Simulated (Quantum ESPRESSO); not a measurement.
# YCrO4: parallel and opposed starts, part 2 of 3

A self-consistent run ends on one state, which hangs on the start. Several orders of YCrO4 are started in Quantum ESPRESSO and their energies compared.

Quantum ESPRESSO 7.5; LDA; plane waves with GBRV 1.5 LDA potentials, no spin-orbit coupling.

So far, largest spin moment in the atom's sphere (μB): step 2 (start 1: ferro ++) 0.665.

### Step 3. Start 2: antiferro +−

Contents of pw.in:

```
&CONTROL
  calculation = 'scf'
  prefix = 'pwscf'
  outdir = './tmp'
  pseudo_dir = './pseudo'
  disk_io = 'nowf'
/
&SYSTEM
  ibrav = 0
  celldm(1) = 8
  nat = 12
  ntyp = 4
  ecutwfc = 40
  ecutrho = 280
  nbnd = 64
  occupations = 'smearing'
  smearing = 'fd'
  degauss = 0.00367493
  nspin = 2
  starting_magnetization(1) = 0
  starting_magnetization(2) = 0.2143
  starting_magnetization(3) = -0.2143
  starting_magnetization(4) = 0
/
&ELECTRONS
  conv_thr = 2.4d-08
  electron_maxstep = 150
  mixing_beta = 0.3
/
ATOMIC_SPECIES
Y      88.9058 y_lda_v1.4.uspp.F.UPF
Cr1    51.9961 cr_lda_v1.5.uspp.F.UPF
Cr2    51.9961 cr_lda_v1.5.uspp.F.UPF
O      15.9990 o_lda_v1.2.uspp.F.UPF
CELL_PARAMETERS alat
  -0.8399832623962    0.8399832623962    0.7382923753147
   0.8399832623962   -0.8399832623962    0.7382923753147
   0.8399832623962    0.8399832623962   -0.7382923753147
ATOMIC_POSITIONS crystal
Y       0.0000000000    0.0000000000    0.0000000000
Y       0.7500000000    0.2500000000    0.5000000000
Cr1     0.5000000000    0.5000000000    0.0000000000
Cr2     0.2500000000    0.7500000000    0.5000000000
O       0.5140000000    0.3320000000    0.1820000000
O       0.0820000000    0.4000000000    0.3180000000
O       0.1500000000    0.3320000000    0.8180000000
O       0.0820000000    0.7640000000    0.6820000000
O       0.2360000000    0.9180000000    0.3180000000
O       0.6680000000    0.4860000000    0.8180000000
O       0.6000000000    0.9180000000    0.6820000000
O       0.6680000000    0.8500000000    0.1820000000
K_POINTS automatic
4 4 4 0 0 0
```

Started as:

```bash
> OMP_NUM_THREADS=1 mpirun -n 4 pw.x -nk 4 -in pw.in > pw.out
```

Output:

```text
[banner, memory and clock lines left out]
Program PWSCF v.7.5 starts

     Message from routine setup:
     using ibrav=0 with symmetry is DISCOURAGED, use correct ibrav instead

     bravais-lattice index     =            0
     lattice parameter (alat)  =       8.0000  a.u.
     unit-cell volume          =    1066.8408 (a.u.)^3
     number of atoms/cell      =           12
     number of atomic types    =            4
     number of electrons       =        98.00
     number of Kohn-Sham states=           64
     kinetic-energy cutoff     =      40.0000  Ry
     charge density cutoff     =     280.0000  Ry
     scf convergence threshold =      2.4E-08
     mixing beta               =       0.3000
     number of iterations used =            8  plain     mixing
     Exchange-correlation= SLA  PZ   NOGX NOGC
                           (   1   1   0   0   0   0   0)

     celldm(1)=   8.000000  celldm(2)=   0.000000  celldm(3)=   0.000000
     celldm(4)=   0.000000  celldm(5)=   0.000000  celldm(6)=   0.000000

     crystal axes: (cart. coord. in units of alat)
               a(1) = (  -0.839983   0.839983   0.738292 )
               a(2) = (   0.839983  -0.839983   0.738292 )
               a(3) = (   0.839983   0.839983  -0.738292 )

     reciprocal axes: (cart. coord. in units 2 pi/alat)
               b(1) = ( -0.000000  0.595250  0.677238 )
               b(2) = (  0.595250 -0.000000  0.677238 )
               b(3) = (  0.595250  0.595250  0.000000 )

     PseudoPot. # 1 for Y  read from file:
     y_lda_v1.4.uspp.F.UPF
     Pseudo is Ultrasoft + core correction, Zval = 11.0

     PseudoPot. # 2 for Cr read from file:
     cr_lda_v1.5.uspp.F.UPF
     Pseudo is Ultrasoft + core correction, Zval = 14.0

     PseudoPot. # 3 for Cr read from file:
     cr_lda_v1.5.uspp.F.UPF
     Pseudo is Ultrasoft + core correction, Zval = 14.0

     PseudoPot. # 4 for O  read from file:
     o_lda_v1.2.uspp.F.UPF
     Pseudo is Ultrasoft + core correction, Zval =  6.0

     atomic species   valence    mass     pseudopotential
     Y                11.00    88.90580     Y ( 1.00)
     Cr1              14.00    51.99610     Cr( 1.00)
     Cr2              14.00    51.99610     Cr( 1.00)
     O                 6.00    15.99900     O ( 1.00)

     Starting magnetic structure
     atomic species   magnetization
     Y               0.000
     Cr1             0.214
     Cr2            -0.214
     O               0.000

      8 Sym. Ops. (no inversion) found

   Cartesian axes

     site n.     atom                  positions (alat units)
         1        Y      tau(   1) = (   0.0000000   0.0000000   0.0000000  )
         2        Y      tau(   2) = (   0.0000000   0.8399833   0.3691462  )
         3        Cr1    tau(   3) = (   0.0000000   0.0000000   0.7382924  )
         4        Cr2    tau(   4) = (   0.8399833   0.0000000   0.3691462  )
         5        O      tau(   5) = (   0.0000000   0.3057539   0.4902261  )
         6        O      tau(   6) = (   0.5342294  -0.0000000   0.1210799  )
         7        O      tau(   7) = (   0.8399833   0.5342294  -0.2480662  )
         8        O      tau(   8) = (   1.1457372   0.0000000   0.1210799  )
         9        O      tau(   9) = (   0.8399833  -0.3057539   0.6172124  )
        10        O      tau(  10) = (   0.5342294   0.8399833   0.2480662  )
        11        O      tau(  11) = (   0.8399833   0.3057539   0.6172124  )
        12        O      tau(  12) = (   0.3057539   0.0000000   0.9863586  )

     number of k points=    13  Fermi-Dirac smearing, width (Ry)=  0.0037
                       cart. coord. in units 2pi/alat
        k(    1) = (   0.0000000   0.0000000   0.0000000), wk =   0.0156250
        k(    2) = (   0.1488125   0.1488125   0.0000000), wk =   0.0625000
        k(    3) = (  -0.2976250  -0.2976250   0.0000000), wk =   0.0312500
        k(    4) = (   0.1488125  -0.0000000   0.1693096), wk =   0.1250000
        k(    5) = (   0.2976250   0.1488125   0.1693096), wk =   0.2500000
        [... 8 further k-points ...]

     Dense  grid:    84471 G-vectors     FFT dimensions: (  60,  60,  60)

     Smooth grid:    36447 G-vectors     FFT dimensions: (  45,  45,  45)

     Check: negative core charge=   -0.000005
     Generating pointlists ...
     new r_m :   0.2260 (alat units)  1.8077 (a.u.) for type    1
     new r_m :   0.1624 (alat units)  1.2993 (a.u.) for type    2
     new r_m :   0.1624 (alat units)  1.2993 (a.u.) for type    3
     new r_m :   0.1624 (alat units)  1.2993 (a.u.) for type    4

     Initial potential from superposition of free atoms

     starting charge      95.9924, renormalised to      98.0000

     negative rho (up, down):  1.158E-03 1.158E-03
     Starting wfcs are   78 randomized atomic wfcs

     Self-consistent Calculation

     iteration #  1     ecut=    40.00 Ry     beta= 0.30
     Davidson diagonalization with overlap
     ethr =  1.00E-02,  avg # of iterations =  2.0

     negative rho (up, down):  1.445E-03 1.445E-03

     total energy              =    -795.24731396 Ry
     estimated scf accuracy    <       3.51366128 Ry

     total magnetization       =     0.00 Bohr mag/cell
     absolute magnetization    =     2.57 Bohr mag/cell

     iteration #  2     ecut=    40.00 Ry     beta= 0.30
     Davidson diagonalization with overlap
     ethr =  3.59E-03,  avg # of iterations =  2.0

     negative rho (up, down):  1.251E-03 1.250E-03

     total energy              =    -795.48613803 Ry
     estimated scf accuracy    <       3.77468960 Ry

     total magnetization       =    -0.01 Bohr mag/cell
     absolute magnetization    =     2.83 Bohr mag/cell

     [... further iterations left out ...]

     iteration # 15     ecut=    40.00 Ry     beta= 0.30
     Davidson diagonalization with overlap
     ethr =  4.52E-09,  avg # of iterations =  1.0

     negative rho (up, down):  1.409E-03 1.409E-03

     total energy              =    -796.07288719 Ry
     estimated scf accuracy    <       0.00000035 Ry

     total magnetization       =     0.00 Bohr mag/cell
     absolute magnetization    =     1.77 Bohr mag/cell

     iteration # 16     ecut=    40.00 Ry     beta= 0.30
     Davidson diagonalization with overlap
     ethr =  3.62E-10,  avg # of iterations =  3.7

     negative rho (up, down):  1.409E-03 1.409E-03

     Magnetic moment per site  (integrated on atomic sphere of radius R)
     atom   1 (R=0.226)  charge=  7.3622  magn= -0.0039
     atom   2 (R=0.226)  charge=  7.3622  magn=  0.0039
     atom   3 (R=0.162)  charge=  9.8298  magn=  0.5788
     atom   4 (R=0.162)  charge=  9.8297  magn= -0.5792
     atom   5 (R=0.162)  charge=  4.5907  magn=  0.0125
     atom   6 (R=0.162)  charge=  4.5907  magn= -0.0125
     atom   7 (R=0.162)  charge=  4.5907  magn=  0.0125
     atom   8 (R=0.162)  charge=  4.5907  magn= -0.0125
     atom   9 (R=0.162)  charge=  4.5907  magn= -0.0125
     atom  10 (R=0.162)  charge=  4.5907  magn=  0.0125
     atom  11 (R=0.162)  charge=  4.5907  magn= -0.0125
     atom  12 (R=0.162)  charge=  4.5907  magn=  0.0125

     End of self-consistent calculation

     [... lines left out ...]
     the Fermi energy is     8.8679 ev

!    total energy              =    -796.07288725 Ry
     estimated scf accuracy    <       0.00000002 Ry
     smearing contrib. (-TS)   =      -0.00647714 Ry
     internal energy E=F+TS    =    -796.06641011 Ry

     The total energy is F=E-TS. E is the sum of the following terms:
     one-electron contribution =    -395.55026859 Ry
     hartree contribution      =     239.97672706 Ry
     xc contribution           =    -156.23501058 Ry
     ewald contribution        =    -484.25785800 Ry

     total magnetization       =    -0.00 Bohr mag/cell
     absolute magnetization    =     1.77 Bohr mag/cell

     convergence has been achieved in  16 iterations
```

Run time: 63 s. Hardware: 4 MPI ranks of Arm Neoverse V2, shared host; peak memory 0.99 GiB.

Spin moment in the atom's sphere by atom:

```
atom  spin moment in the atom's sphere (μB)
  Y1                                 -0.004
  Y2                                  0.004
 Cr3                                  0.579
 Cr4                                 -0.579
  O5                                  0.013
  O6                                 -0.013
  O7                                  0.013
  O8                                 -0.013
  O9                                 -0.013
 O10                                  0.013
 O11                                 -0.013
 O12                                  0.013
```

Read from the output:

* smearing term TS: 0.08813 eV
* magnetization: 0 μB
* absolute magnetization: 1.775 μB
* final state: antiferromagnetic

### Step 4. Ranking

An order is kept where moments of 0.15 μB or more survive with the typed signs; meshes match where a doubled cell samples the same k points as the first cell.

Orders:

| start | final state | typed order kept | energy over the lowest (meV a seeded atom) | largest site moment (μB) | net moment (μB a cell of the first run) | mesh matched | CPU time (s) |
| --- | --- | --- | --- | --- | --- | --- | --- |
| ferro ++ | ferromagnetic | yes | 0 | 0.665 | 1.933 | yes | 237 |
| antiferro +- | antiferromagnetic | yes | 13.65 | 0.5792 | 0 | yes | 249.8 |

### Step 5. The lowest state again, with its states saved

Edit pw.in of step 3 so:

```diff
@@ -5,3 +5,3 @@
   pseudo_dir = './pseudo'
-  disk_io = 'nowf'
+  disk_io = 'low'
 /
@@ -11,6 +11,6 @@
   nat = 12
-  ntyp = 4
+  ntyp = 3
   ecutwfc = 40
   ecutrho = 280
-  nbnd = 64
+  nbnd = 71
   occupations = 'smearing'
@@ -21,4 +21,3 @@
   starting_magnetization(2) = 0.2143
-  starting_magnetization(3) = -0.2143
-  starting_magnetization(4) = 0
+  starting_magnetization(3) = 0
 /
@@ -31,4 +30,3 @@
 Y      88.9058 y_lda_v1.4.uspp.F.UPF
-Cr1    51.9961 cr_lda_v1.5.uspp.F.UPF
-Cr2    51.9961 cr_lda_v1.5.uspp.F.UPF
+Cr     51.9961 cr_lda_v1.5.uspp.F.UPF
 O      15.9990 o_lda_v1.2.uspp.F.UPF
@@ -41,4 +39,4 @@
 Y       0.7500000000    0.2500000000    0.5000000000
-Cr1     0.5000000000    0.5000000000    0.0000000000
-Cr2     0.2500000000    0.7500000000    0.5000000000
+Cr      0.5000000000    0.5000000000    0.0000000000
+Cr      0.2500000000    0.7500000000    0.5000000000
 O       0.5140000000    0.3320000000    0.1820000000
```

Output:

```text
     [... lines left out ...]
Program PWSCF v.7.5 starts
     [... lines left out ...]
     number of atoms/cell      =           12
     [... lines left out ...]
     number of electrons       =        98.00
     number of Kohn-Sham states=           71
     kinetic-energy cutoff     =      40.0000  Ry
     charge density cutoff     =     280.0000  Ry
     scf convergence threshold =      2.4E-08
     [... lines left out ...]
     16 Sym. Ops., with inversion, found ( 8 have fractional translation)
     [... lines left out ...]
     number of k points=    13  Fermi-Dirac smearing, width (Ry)=  0.0037
     [... lines left out ...]
     iteration # 13     ecut=    40.00 Ry     beta= 0.30
     [... lines left out ...]
     Magnetic moment per site  (integrated on atomic sphere of radius R)
     atom   1 (R=0.226)  charge=  7.3612  magn=  0.0143
     atom   2 (R=0.226)  charge=  7.3612  magn=  0.0143
     atom   3 (R=0.162)  charge=  9.8305  magn=  0.6650
     atom   4 (R=0.162)  charge=  9.8305  magn=  0.6650
     atom   5 (R=0.162)  charge=  4.5910  magn=  0.0098
     atom   6 (R=0.162)  charge=  4.5910  magn=  0.0098
     atom   7 (R=0.162)  charge=  4.5910  magn=  0.0098
     atom   8 (R=0.162)  charge=  4.5910  magn=  0.0098
     atom   9 (R=0.162)  charge=  4.5910  magn=  0.0098
     atom  10 (R=0.162)  charge=  4.5910  magn=  0.0098
     atom  11 (R=0.162)  charge=  4.5910  magn=  0.0098
     atom  12 (R=0.162)  charge=  4.5910  magn=  0.0098
     [... lines left out ...]
     the Fermi energy is     8.8607 ev
!    total energy              =    -796.07489437 Ry
     estimated scf accuracy    <          9.3E-09 Ry
     smearing contrib. (-TS)   =      -0.00495115 Ry
     [... lines left out ...]
     total magnetization       =     1.93 Bohr mag/cell
     absolute magnetization    =     2.08 Bohr mag/cell
     convergence has been achieved in  13 iterations
```

It took 63 s on 4 MPI ranks; peak memory 0.99 GiB.

Read from the output:

```
smearing term TS       : 0.06736 eV
magnetization          : 1.933 μB
absolute magnetization : 2.075 μB
final state            : ferromagnetic
largest moment         : 0.6650 μB
```

[end of part 2 of 3]

[Logs and program files are shortened in this print: banners, set-up blocks, solver, clock and traceback lines can be left out without a mark of their own.]

[Logs are printed without paths, hosts, clocks, repeated set-up lines and the standing remarks that a program may print on its own settings, such as how far it seeks lower states.]

[Hosts, paths, dates, database ids (printed as entryN), source tags and the programs' standing remarks are cut or masked in the printed files.]

[Where a cell is said to come from a database of computed structures, the database is the Materials Project.]
